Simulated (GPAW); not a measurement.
**Collinear magnetic orders of linear V chain, spacing 2.466 A with GPAW**

Does linear V chain, spacing 2.466 A prefer parallel or opposed moments, or none?

Main program and level: GPAW 26.7.0; LDA; plane waves with GPAW's PAW setups, scalar-relativistic.

Most raw output is cut from this account.

**1. The structure**

The cell holds 1 atom: 1 V. Cell: a = 12.000 Å, b = 12.000 Å, c = 2.466 Å, α = 90.0°, β = 90.0°, γ = 90.0°. model lattice. Vacuum lies along a and b. The structure's axis is c.

**2. Start 1: ferro +**

The parallel start comes first: it fits the smallest cell, keeps the most symmetry and shows whether parallel moments form.

The input, order1.py:

```python
import json
import numpy as np
from ase import Atoms
from ase.parallel import paropen, parprint
from gpaw import GPAW

atoms = Atoms(['V'],
    cell=[[12.0, 0.0, 0.0],
         [0.0, 12.0, 0.0],
         [0.0, 0.0, 2.466]],
    scaled_positions=[[0.5, 0.5, 0.0]],
    pbc=True,
    magmoms=[1.5])
atoms.calc = GPAW(mode={'name': 'pw', 'ecut': 550},
    xc='LDA',
    kpts={'size': (1, 1, 14), 'gamma': True},
    occupations={'name': 'fermi-dirac', 'width': 0.1},
    convergence={'density': 0.0001, 'energy': 1e-05},
    maxiter=200,
    eigensolver='davidson',
    txt='order1.txt')
e = atoms.get_potential_energy(force_consistent=True)
res = {'free_energy': e, 'energy_sigma0': atoms.get_potential_energy(), 'fermi_energy': atoms.calc.get_fermi_level()}
res['moments'] = atoms.get_magnetic_moments().tolist()
res['total'] = atoms.get_magnetic_moment()
parprint('site moments (muB):', np.round(res['moments'], 3))
parprint(f"total moment: {res['total']:.3f} muB")
parprint(f'free energy: {e:.6f} eV')
atoms.calc.write('order1.gpw')
with paropen('results.json', 'w') as f:
    json.dump(res, f)
```

Command:

```bash
OMP_NUM_THREADS=1 python3 order1.py > order1.log
```

The job ended after 22 s (1 MPI rank of AMD EPYC 9R45, shared host; peak memory 0.33 GiB).

This step gave:

```
magnetization  : 3.949 μB
final state    : ferromagnetic
largest moment : 2.899 μB
```

After 26 cycles the largest moment stands at 2.90 μB.

**3. Order 2, typed as antiferro q=(0,0,1/2) +-**

An opposed order shows whether the pairs that it reverses prefer unlike signs.

The cell is doubled to 2 atoms to hold this order. Its mesh is chosen so that both cells sample the same points.

order2.py is the script of step 2 with these lines changed:

```diff
@@ -6,12 +6,13 @@
 
-atoms = Atoms(['V'],
+atoms = Atoms(['V', 'V'],
     cell=[[12.0, 0.0, 0.0],
          [0.0, 12.0, 0.0],
-         [0.0, 0.0, 2.466]],
-    scaled_positions=[[0.5, 0.5, 0.0]],
+         [0.0, 0.0, 4.932]],
+    scaled_positions=[[0.5, 0.5, 0.0],
+         [0.5, 0.5, 0.5]],
     pbc=True,
-    magmoms=[1.5])
+    magmoms=[1.5, -1.5])
 atoms.calc = GPAW(mode={'name': 'pw', 'ecut': 550},
     xc='LDA',
-    kpts={'size': (1, 1, 14), 'gamma': True},
+    kpts={'size': (1, 1, 7), 'gamma': True},
     occupations={'name': 'fermi-dirac', 'width': 0.1},
@@ -20,3 +21,3 @@
     eigensolver='davidson',
-    txt='order1.txt')
+    txt='order2.txt')
 e = atoms.get_potential_energy(force_consistent=True)
@@ -28,3 +29,3 @@
 parprint(f'free energy: {e:.6f} eV')
-atoms.calc.write('order1.gpw')
+atoms.calc.write('order2.gpw')
 with paropen('results.json', 'w') as f:
```

Command:

```bash
OMP_NUM_THREADS=1 python3 order2.py > order2.log
```

Wall time 51 s (1 MPI rank); peak memory 0.52 GiB.

Read from the output:

```
magnetization  : 0 μB
final state    : antiferromagnetic
largest moment : 2.346 μB
```

It lies 48.2 meV a seeded atom under the first start, and its largest moment is 2.35 μB against 2.90 μB.

**4. Order 3, typed as no spin polarisation**

This run holds no moments, which gives a state to set the others against.

The input, nospin.py:

```python
import json
import numpy as np
from ase import Atoms
from ase.parallel import paropen, parprint
from gpaw import GPAW

atoms = Atoms(['V'],
    cell=[[12.0, 0.0, 0.0],
         [0.0, 12.0, 0.0],
         [0.0, 0.0, 2.466]],
    scaled_positions=[[0.5, 0.5, 0.0]],
    pbc=True)
atoms.calc = GPAW(mode={'name': 'pw', 'ecut': 550},
    xc='LDA',
    kpts={'size': (1, 1, 14), 'gamma': True},
    occupations={'name': 'fermi-dirac', 'width': 0.1},
    convergence={'density': 0.0001, 'energy': 1e-05},
    maxiter=200,
    eigensolver='davidson',
    txt='nospin.txt')
e = atoms.get_potential_energy(force_consistent=True)
res = {'free_energy': e, 'energy_sigma0': atoms.get_potential_energy(), 'fermi_energy': atoms.calc.get_fermi_level()}
parprint(f'free energy: {e:.6f} eV')
atoms.calc.write('nospin.gpw')
with paropen('results.json', 'w') as f:
    json.dump(res, f)
```

Command:

```bash
OMP_NUM_THREADS=1 python3 nospin.py > nospin.log
```

It took 14 s on 1 MPI rank; peak memory 0.25 GiB.

Numbers from this step:

- final state: non-magnetic (no spin polarisation)

It lies 419 meV a seeded atom over the first start.

**5. Ranking**

These are free energies at a smearing of 0.1 eV, so its entropy term is in the differences. They are divided by the number of seeded atoms, so that cells of unlike size compare. Wavevectors q in the names are fractions of the reciprocal vectors of the first run's cell.

Orders:

```tsv
start	final state	typed order kept	energy over the lowest (meV a seeded atom)	largest site moment (μB)	net moment (μB a primitive cell)	mesh matched	CPU time (s)
ferro +	ferromagnetic	yes	48.24	2.899	3.949	yes	21.73
antiferro q=(0,0,1/2) +-	antiferromagnetic	yes	0	2.346	0	yes	50.49
no spin polarisation	non-magnetic	-	467.5	0	0	yes	13.73
```

**6. Summary of results**

```json
{
 "lowest state found": "antiferromagnetic (typed antiferro q=(0,0,1/2) +-)",
 "largest site moment": "2.35 μB",
 "next state": "ferromagnetic, 48.2 meV a seeded atom higher",
 "energy gained by spin polarisation": "467 meV a seeded atom"
}
```

In words: The lowest state found is antiferromagnetic, reached from the start antiferro q=(0,0,1/2) +-, with moments up to 2.35 μB. The next state costs 48 meV a seeded atom. This is the lowest of 3 finished starts, no proof of the ground state.

[Logs and program files are shortened in this print: banners, set-up blocks, solver, clock and traceback lines can be left out without a mark of their own.]

[Logs are printed without paths, hosts, clocks, repeated set-up lines and the standing remarks that a program may print on its own settings, such as how far it seeks lower states.]

[Hosts, paths, dates, database ids (printed as entryN), source tags and the programs' standing remarks are cut or masked in the printed files.]

[Where a cell is said to come from a database of computed structures, the database is the Materials Project.]
